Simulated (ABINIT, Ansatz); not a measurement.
# GeBr2 (Fm-3m): from the cell to the phonon bands

How does GeBr2 (Fm-3m) vibrate, and is this structure a minimum?

Method: DFT LDA, scalar-relativistic, plane waves, HGH norm-conserving pseudopotentials, in ABINIT 10.8.3.

The structure was built from a prototype and need not be the compound's stable phase.

## (1) Set-up

Symmetry: Fm-3m, No. 225, cubic system. Conventional cell: a = 6.778 Å, b = 6.778 Å, c = 6.778 Å, α = 90.00°, β = 90.00°, γ = 90.00°. Nearest to Ge lie 8 Br at 2.94 Å. Nearest to Br lie 4 Ge at 2.94 Å. Farther neighbours and most contacts between anions are not listed.

## (2) Relaxation

The harmonic expansion needs vanishing forces, and a free crystal bears no stress, so cell and atoms are brought to rest. Stress is more sensitive to the basis than forces are: the last 3 Ha under the cutoff are smoothed with ecutsm, and the cutoff is raised above that of the later runs.

The starting cell comes from a relaxation made beforehand in Ansatz (LDA, PseudoDojo NC).

relax.abi reads:

```
# relaxation
ionmov 2
optcell 2
dilatmx 1.08
ntime 40
tolmxf 1.0d-05
tolvrs 1.0d-14
prtwf 0
prtden 0
chksymtnons 0

# basis, mesh and filling
ecut 26.0
ecutsm 3.0
ixc 7
ngkpt 6 6 6
nshiftk 1
shiftk 0.0 0.0 0.0
istwfk *1
occopt 1
nband 9
nstep 100
diemac 9.0
prtebands 0
prtgsr 0
useylm 1

# cell and atoms
acell 3*1.0 Angstrom
rprim 
    0.0 3.389114621 3.389114621
    3.389114621 0.0 3.389114621
    3.389114621 3.389114621 0.0
ntypat 2
znucl 32 35
natom 3
typat 1 2 2
xred 
    0.0 0.0 0.0
    0.25 0.25 0.25
    0.75 0.75 0.75
pp_dirpath "./pseudo"
pseudos "Ge.hgh, Br.hgh"
```

The run is started by

```sh
> OMP_NUM_THREADS=1 mpirun -n 4 abinit relax.abi > relax.log
```

Numbers of over 12 decimals in the logs are rounded to 6 here.

relax.abo, the main output file:

```text
[banners, grids, parts of the stress and lines that vanish by symmetry left out]
- input  file    -> relax.abi
- output file    -> relax.abo
- root for input  files -> relaxi
[...]
Symmetries : space group Fm -3 m (#225); Bravais cF (face-center cubic)
[...]
mpw =        4279          nfft =      110592          nkpt =          16
[...]
== DATASET  1 ==================================================================
[...]
cutoff_energies: {ecut:  26.0, pawecutdg:  -1.0, }
[...]
Exchange-correlation functional for the present dataset will be:
  LDA: Perdew-Wang 92 LSD fit to Ceperley-Alder data - ixc=7
[...]
ETOT  1  -30.706937730257    -3.071E+01 7.049E-02 2.241E+03
 ETOT  2  -30.956598102658    -2.497E-01 3.976E-05 2.314E+02
 ETOT  3  -30.990721221983    -3.412E-02 5.392E-04 1.227E+01
 ETOT  4  -30.992012272065    -1.291E-03 4.411E-05 1.100E+00
 ETOT  5  -30.992129231761    -1.170E-04 1.263E-06 8.530E-02
[...]
At SCF step   11       vres2   =  2.53E-15 < tolvrs=  1.00E-14 =>converged.
[...]
sigma(1 1)=  1.28417010E-06  sigma(3 2)=  0.00000000E+00
  sigma(2 2)=  1.28417010E-06  sigma(3 1)=  0.00000000E+00
  sigma(3 3)=  1.28417010E-06  sigma(2 1)=  0.00000000E+00
[...]
convergence: {deltae:  1.101E-13, res2:  2.534E-15, residm:  1.958E-17, diffor: null, }
etotal    :  -3.09921377E+01
[...]
ETOT  1  -30.992137766177    -3.099E+01 7.508E-09 1.811E-04
[...]
At SCF step    7       vres2   =  4.70E-15 < tolvrs=  1.00E-14 =>converged.
[...]
sigma(1 1)=  1.09826012E-06  sigma(3 2)=  0.00000000E+00
  sigma(2 2)=  1.09826012E-06  sigma(3 1)=  0.00000000E+00
  sigma(3 3)=  1.09826012E-06  sigma(2 1)=  0.00000000E+00
[...]
convergence: {deltae:  6.359E-13, res2:  4.705E-15, residm:  3.219E-19, diffor: null, }
etotal    :  -3.09921378E+01
[...]
ETOT  1  -30.992137249144    -3.099E+01 2.140E-10 6.300E-03
[...]
ETOT  7  -30.992137983776    -6.111E-13 1.252E-17 1.724E-13
 ETOT  8  -30.992137983777    -4.121E-13 2.777E-19 5.363E-16
 At SCF step    8       vres2   =  5.36E-16 < tolvrs=  1.00E-14 =>converged.
[...]
sigma(1 1)= -2.23754964E-09  sigma(3 2)=  0.00000000E+00
  sigma(2 2)= -2.23754963E-09  sigma(3 1)=  0.00000000E+00
  sigma(3 3)= -2.23754963E-09  sigma(2 1)=  0.00000000E+00
[...]
convergence: {deltae: -4.121E-13, res2:  5.363E-16, residm:  2.777E-19, diffor: null, }
etotal    :  -3.09921380E+01
[...]
At Broyd/MD step   3, gradients are converged :
[...]
sigma(1 1)= -2.23754964E-09  sigma(3 2)=  0.00000000E+00
  sigma(2 2)= -2.23754963E-09  sigma(3 1)=  0.00000000E+00
  sigma(3 3)= -2.23754963E-09  sigma(2 1)=  0.00000000E+00
[...]
- sigma(1 1)= -6.58309831E-05  sigma(3 2)=  0.00000000E+00
- sigma(2 2)= -6.58309830E-05  sigma(3 1)=  0.00000000E+00
- sigma(3 3)= -6.58309831E-05  sigma(2 1)=  0.00000000E+00
[...]
fcart     -0.0000000000E+00 -0.0000000000E+00 -0.0000000000E+00
           strten     -2.2375496360E-09 -2.2375496339E-09 -2.2375496345E-09
================================================================================

[key lines of the parts left out:]
pressure_GPa:   6.5831E-05
Total energy (etotal) [Ha]= -3.09921379837769E+01
```

It took 12 s on 4 MPI ranks of Arm Neoverse V2, shared host.

Little changed from the start: no atom moved by 0.005 Å and no cell edge by 0.1 %.

This step gave:

| Quantity | Value |
| --- | --- |
| volume per atom | 25.93 Å³ |
| pressure | 6.58e-5 GPa |

## (3) Self-consistent run for the response

The response is built on these wavefunctions, so the potential is converged far more tightly than an energy would need.

gs.abi reads:

```
# ground state
tolvrs 1.0d-16
prtden 1
prtwf 1
prtpot 1

# basis, mesh and filling
ecut 20.0
ixc 7
ngkpt 6 6 6
nshiftk 1
shiftk 0.0 0.0 0.0
istwfk *1
occopt 1
nband 9
nstep 100
diemac 9.0
prtebands 0
prtgsr 0
useylm 1

# cell and atoms
acell 3*1.0 Angstrom
rprim 
    0.0 3.388213356 3.388213356
    3.388213356 0.0 3.388213356
    3.388213356 3.388213356 0.0
ntypat 2
znucl 32 35
natom 3
typat 1 2 2
xred 
    0.0 0.0 0.0
    0.25 0.25 0.25
    0.75 0.75 0.75
pp_dirpath "./pseudo"
pseudos "Ge.hgh, Br.hgh"
```

The run is started by

```sh
> OMP_NUM_THREADS=1 mpirun -n 4 abinit gs.abi > gs.log
```

gs.abo, the main output file:

```text
[banners, grids, parts of the stress and lines that vanish by symmetry left out]
- input  file    -> gs.abi
- output file    -> gs.abo
- root for input  files -> gsi
[...]
Symmetries : space group Fm -3 m (#225); Bravais cF (face-center cubic)
[...]
mpw =        2272          nfft =       64000          nkpt =          16
[...]
== DATASET  1 ==================================================================
[...]
cutoff_energies: {ecut:  20.0, pawecutdg:  -1.0, }
[...]
Exchange-correlation functional for the present dataset will be:
  LDA: Perdew-Wang 92 LSD fit to Ceperley-Alder data - ixc=7
[...]
ETOT  1  -30.713306187355    -3.071E+01 4.478E-02 1.279E+03
 ETOT  2  -30.949472969978    -2.362E-01 3.251E-05 1.299E+02
 ETOT  3  -30.982435086378    -3.296E-02 5.255E-04 7.006E+00
 ETOT  4  -30.983701629453    -1.267E-03 4.331E-05 6.520E-01
 ETOT  5  -30.983822695732    -1.211E-04 1.308E-06 4.750E-02
[...]
ETOT 11  -30.983830903783     5.222E-13 1.146E-17 4.699E-15
 ETOT 12  -30.983830903783    -4.476E-13 5.327E-19 7.276E-17
 At SCF step   12       vres2   =  7.28E-17 < tolvrs=  1.00E-16 =>converged.
[...]
sigma(1 1)=  7.73760218E-05  sigma(3 2)=  0.00000000E+00
  sigma(2 2)=  7.73760218E-05  sigma(3 1)=  0.00000000E+00
  sigma(3 3)=  7.73760218E-05  sigma(2 1)=  0.00000000E+00
[...]
convergence: {deltae: -4.476E-13, res2:  7.276E-17, residm:  5.327E-19, diffor: null, }
etotal    :  -3.09838309E+01
[...]
sigma(1 1)=  7.73760218E-05  sigma(3 2)=  0.00000000E+00
  sigma(2 2)=  7.73760218E-05  sigma(3 1)=  0.00000000E+00
  sigma(3 3)=  7.73760218E-05  sigma(2 1)=  0.00000000E+00
[...]
- sigma(1 1)=  2.27648116E+00  sigma(3 2)=  0.00000000E+00
- sigma(2 2)=  2.27648116E+00  sigma(3 1)=  0.00000000E+00
- sigma(3 3)=  2.27648116E+00  sigma(2 1)=  0.00000000E+00
[...]
fcart     -0.0000000000E+00 -0.0000000000E+00 -0.0000000000E+00
           strten      7.7376021794E-05  7.7376021794E-05  7.7376021794E-05
================================================================================

[key lines of the parts left out:]
pressure_GPa:  -2.2765E+00
```

Wall time 3.8 s (4 MPI ranks); 15 s of CPU time.

Numbers from this step:

| Property | Result |
| --- | --- |
| pressure | -2.276 GPa |

The cell stands at -2.3 GPa: the relaxation ran with a smoothed and higher cutoff, and the difference is a stress of the finite basis.

## (4) Empty bands

Empty bands on the ground state's density check that the gap assumed so far is there in this cell.

gap.abi reads:

```
# empty bands on the ground state's density
iscf -2
getden_filepath "gso_DEN"
tolwfr 1.0d-12
nbdbuf 2
prtwf 0

# basis, mesh and filling
ecut 20.0
ixc 7
ngkpt 6 6 6
nshiftk 1
shiftk 0.0 0.0 0.0
istwfk *1
occopt 1
nband 13
nstep 100
diemac 9.0
prtebands 0
prtgsr 0
useylm 1

# cell and atoms
acell 3*1.0 Angstrom
rprim 
    0.0 3.388213356 3.388213356
    3.388213356 0.0 3.388213356
    3.388213356 3.388213356 0.0
ntypat 2
znucl 32 35
natom 3
typat 1 2 2
xred 
    0.0 0.0 0.0
    0.25 0.25 0.25
    0.75 0.75 0.75
pp_dirpath "./pseudo"
pseudos "Ge.hgh, Br.hgh"
```

The run is started by

```sh
> OMP_NUM_THREADS=1 mpirun -n 4 abinit gap.abi > gap.log
```

gap.abo, the main output file:

```text
[banners, grids, parts of the stress and lines that vanish by symmetry left out]
- input  file    -> gap.abi
- output file    -> gap.abo
- root for input  files -> gapi
[...]
Symmetries : space group Fm -3 m (#225); Bravais cF (face-center cubic)
[...]
mpw =        2272          nfft =       64000          nkpt =          16
[...]
== DATASET  1 ==================================================================
[...]
cutoff_energies: {ecut:  20.0, pawecutdg:  -1.0, }
[...]
Exchange-correlation functional for the present dataset will be:
  LDA: Perdew-Wang 92 LSD fit to Ceperley-Alder data - ixc=7
[...]
-outvars: echo values of variables after computation
            acell      1.8897261259E+00  1.8897261259E+00  1.8897261259E+00 Bohr
================================================================================
```

Run time: 2.2 s. Hardware: 4 MPI ranks.

This step gave:

```yaml
gap_on_the_k_mesh: 1.624 eV
```

In this cell the gap on the mesh is 1.6 eV, indirect (smallest direct 2.0 eV), so fixed occupations hold.

## (5) Zone-centre response

The derivative of the wavefunctions by k comes first, since the response to a field is built on it; then the field and the displacements that symmetry doesn't supply are solved at q = 0.

It reads the wavefunctions written in step 3.

dfpt_gamma.abi reads:

```
ndtset 2

# common to the responses
getwfk_filepath "gso_WFK"
kptopt 2
nqpt 1
qpt 0.0 0.0 0.0
asr 0
chneut 0

# d/dk
rfelfd1 2
rfdir1 1 1 1
iscf1 -3
tolwfr1 1.0d-20

# displacements, field
rfphon2 1
rfatpol2 1 3
rfdir2 1 1 1
rfelfd2 3
getddk2 1
tolvrs2 1.0d-10
prtwf2 0
prtpot2 1

# basis, mesh and filling
ecut 20.0
ixc 7
ngkpt 6 6 6
nshiftk 1
shiftk 0.0 0.0 0.0
istwfk *1
occopt 1
nband 9
nstep 100
diemac 9.0
prtebands 0
prtgsr 0
useylm 1

# cell and atoms
acell 3*1.0 Angstrom
rprim 
    0.0 3.388213356 3.388213356
    3.388213356 0.0 3.388213356
    3.388213356 3.388213356 0.0
ntypat 2
znucl 32 35
natom 3
typat 1 2 2
xred 
    0.0 0.0 0.0
    0.25 0.25 0.25
    0.75 0.75 0.75
pp_dirpath "./pseudo"
pseudos "Ge.hgh, Br.hgh"
```

The run is started by

```sh
> OMP_NUM_THREADS=1 mpirun -n 4 abinit dfpt_gamma.abi > dfpt_gamma.log
```

dfpt_gamma.abo, the main output file:

```text
[banners, grids, parts of the stress and lines that vanish by symmetry left out]
- input  file    -> dfpt_gamma.abi
- output file    -> dfpt_gamma.abo
- root for input  files -> dfpt_gammai
[...]
DATASET    1 : space group Fm -3 m (#225); Bravais cF (face-center cubic)
[...]
nfft =       64000          nkpt =         112
[...]
DATASET    2 : space group Fm -3 m (#225); Bravais cF (face-center cubic)
[...]
nfft =       64000          nkpt =         112
[...]
== DATASET  1 ==================================================================
[...]
cutoff_energies: {ecut:  20.0, pawecutdg:  -1.0, }
[...]
Exchange-correlation functional for the present dataset will be:
  LDA: Perdew-Wang 92 LSD fit to Ceperley-Alder data - ixc=7
[...]
- 35.00000   7.00000     10605                znucl, zion, pspdat
[...]
Perturbation : derivative vs k along direction   1
[...]
-ETOT  1  -13.412996781489     -1.341E+01 9.587E-02 0.000E+00
 ETOT  2  -13.434512792727     -2.152E-02 6.585E-04 0.000E+00
 ETOT  3  -13.434642975264     -1.302E-04 1.160E-05 0.000E+00
 ETOT  4  -13.434644442447     -1.467E-06 2.068E-07 0.000E+00
 ETOT  5  -13.434644465734     -2.329E-08 5.998E-09 0.000E+00
[...]
At SCF step   13   max residual=  9.97E-21 < tolwfr=  1.00E-20 =>converged.
[...]
Perturbation : derivative vs k along direction   2
[...]
-ETOT  1  -13.412998277424     -1.341E+01 9.587E-02 0.000E+00
[...]
At SCF step   13   max residual=  9.97E-21 < tolwfr=  1.00E-20 =>converged.
[...]
Perturbation : derivative vs k along direction   3
[...]
-ETOT  1  -13.412996781376     -1.341E+01 9.587E-02 0.000E+00
[...]
At SCF step   13   max residual=  9.98E-21 < tolwfr=  1.00E-20 =>converged.
[...]
1        1       2.7452603426   -0.0000000000
     1        2       1.3726301713   -0.0000000000
     1        3       1.3726301713   -0.0000000000
     2        1       1.3726301713   -0.0000000000
     2        2       2.7452603426    0.0000000000
     2        3       1.3726301713    0.0000000000
     3        1       1.3726301713   -0.0000000000
     3        2       1.3726301713    0.0000000000
     3        3       2.7452603426    0.0000000000
[...]
== DATASET  2 ==================================================================
[...]
cutoff_energies: {ecut:  20.0, pawecutdg:  -1.0, }
[...]
Exchange-correlation functional for the present dataset will be:
  LDA: Perdew-Wang 92 LSD fit to Ceperley-Alder data - ixc=7
[...]
Perturbation : displacement of atom   1   along direction   1
[...]
-ETOT  1   19.045714520188     -1.243E+02 8.106E-01 5.918E+04
[...]
At SCF step   10       vres2   =  1.51E-12 < tolvrs=  1.00E-10 =>converged.
[...]
Perturbation : displacement of atom   2   along direction   1
[...]
-ETOT  1   269.69288523169     -4.336E+02 1.809E+00 7.416E+05
[...]
At SCF step   12       vres2   =  5.97E-11 < tolvrs=  1.00E-10 =>converged.
[...]
Perturbation : homogeneous electric field along direction   1
[...]
-ETOT  1  -205.39321868373     -2.054E+02 1.370E+00 3.695E+04
[...]
ETOT 10  -220.75656271802     -1.137E-13 3.671E-14 1.293E-10
 ETOT 11  -220.75656271802     -6.253E-13 7.338E-16 9.384E-13
 At SCF step   11       vres2   =  9.38E-13 < tolvrs=  1.00E-10 =>converged.
[...]
Dielectric tensor, in cartesian coordinates,
[...]
1    5   1    5         8.3164915279        -0.0000000000
   1    5   2    5         0.0000000000        -0.0000000000
   1    5   3    5         0.0000000000        -0.0000000000
   2    5   1    5         0.0000000000        -0.0000000000
   2    5   2    5         8.3164915279        -0.0000000000
   2    5   3    5         0.0000000000        -0.0000000000
   3    5   1    5         0.0000000000        -0.0000000000
   3    5   2    5         0.0000000000        -0.0000000000
   3    5   3    5         8.3164915279        -0.0000000000
  Effective charges, in cartesian coordinates,
[...]
1    1   1    5         4.3872735659         0.0000000000
   2    1   1    5         0.0000000000         0.0000000000
   3    1   1    5        -0.0000000000         0.0000000000
   1    2   1    5        -2.1987214294         0.0000000000
   2    2   1    5        -0.0000000000         0.0000000000
[...]
Effective charges, in cartesian coordinates,
[...]
2    5   1    3        -0.0000000000         0.0000000000
   3    5   1    3        -0.0000000000         0.0000000000
   1    5   2    3        -0.0000000000         0.0000000000
   2    5   2    3        -2.1987214806         0.0000000000
   3    5   2    3         0.0000000000         0.0000000000
   1    5   3    3         0.0000000000         0.0000000000
   2    5   3    3         0.0000000000         0.0000000000
   3    5   3    3        -2.1987214806         0.0000000000
  Phonon wavevector (reduced coordinates) :  0.00000  0.00000  0.00000
 Phonon energies in Hartree :
[...]
Phonon frequencies in cm-1    :
- -3.675685E+01 -3.675685E+01 -3.675685E+01  2.163415E+00  2.163415E+00
-  2.163415E+00  1.329727E+02  1.329727E+02  1.329727E+02
  Phonon at Gamma, with non-analyticity in the
[...]
Phonon energies in Hartree :
[...]
Phonon frequencies in cm-1    :
- -3.675685E+01 -3.675685E+01  2.161393E+00  2.163415E+00  2.163415E+00
-  1.329727E+02  1.329727E+02  1.329727E+02  1.673742E+02
  Phonon at Gamma, with non-analyticity in the
[...]
Phonon energies in Hartree :
[...]
Phonon frequencies in cm-1    :
- -3.675685E+01 -3.675685E+01  2.161393E+00  2.163415E+00  2.163415E+00
-  1.329727E+02  1.329727E+02  1.329727E+02  1.673742E+02
  Phonon at Gamma, with non-analyticity in the
[...]
Phonon energies in Hartree :
[...]
Phonon frequencies in cm-1    :
- -3.675685E+01 -3.675685E+01  2.161393E+00  2.163415E+00  2.163415E+00
-  1.329727E+02  1.329727E+02  1.329727E+02  1.673742E+02
[...]
fcart2     0.0000000000E+00  0.0000000000E+00  0.0000000000E+00
           strten2     0.0000000000E+00  0.0000000000E+00  0.0000000000E+00
================================================================================
```

The job ended after 99 s (4 MPI ranks).

This step gave:

```
miss of the charge sum rule                                       : 0.01017 e
largest acoustic frequency at the zone centre before the sum rule : 2.16 cm⁻¹
highest optical zone-centre mode (no LO-TO term)                  : 133.0 cm⁻¹
lowest optical zone-centre mode                                   : -36.76 cm⁻¹
mean high-frequency dielectric constant                           : 8.316
largest Born charge in size (third of the trace)                  : 4.387 e
```

Born charge (rows field, columns displacement), before the sum rule (e), principal values of the symmetric part by kind of site:

```
atom  atoms with these values    low  middle   high   mean
 Ge1                        1   4.39    4.39   4.39   4.39
 Br2                        2  -2.20   -2.20  -2.20  -2.20
```

In full for Ge1:

```
4.39 0.00 0.00
0.00 4.39 0.00
0.00 0.00 4.39
```

High-frequency dielectric tensor:

```
8.32 0.00 0.00
0.00 8.32 0.00
0.00 0.00 8.32
```

The acoustic modes at Γ come out as far as 2.2 cm⁻¹ from zero, where they should vanish, a small numerical error; the Born charges miss their sum rule by 0.010 e, which is good. The lowest optical mode is imaginary, 37i cm⁻¹, an instability at this level and on this k mesh.

(Part 1 of 3 ends here.)

[Host names and launcher messages were left out of these logs when they were recorded.]

[Logs are printed without paths, hosts, clocks, repeated set-up lines and the standing remarks that a program may print on its own settings, such as how far it seeks lower states.]

[Hosts, paths, dates, database ids (printed as entryN), source tags and the programs' standing remarks are cut or masked in the printed files.]
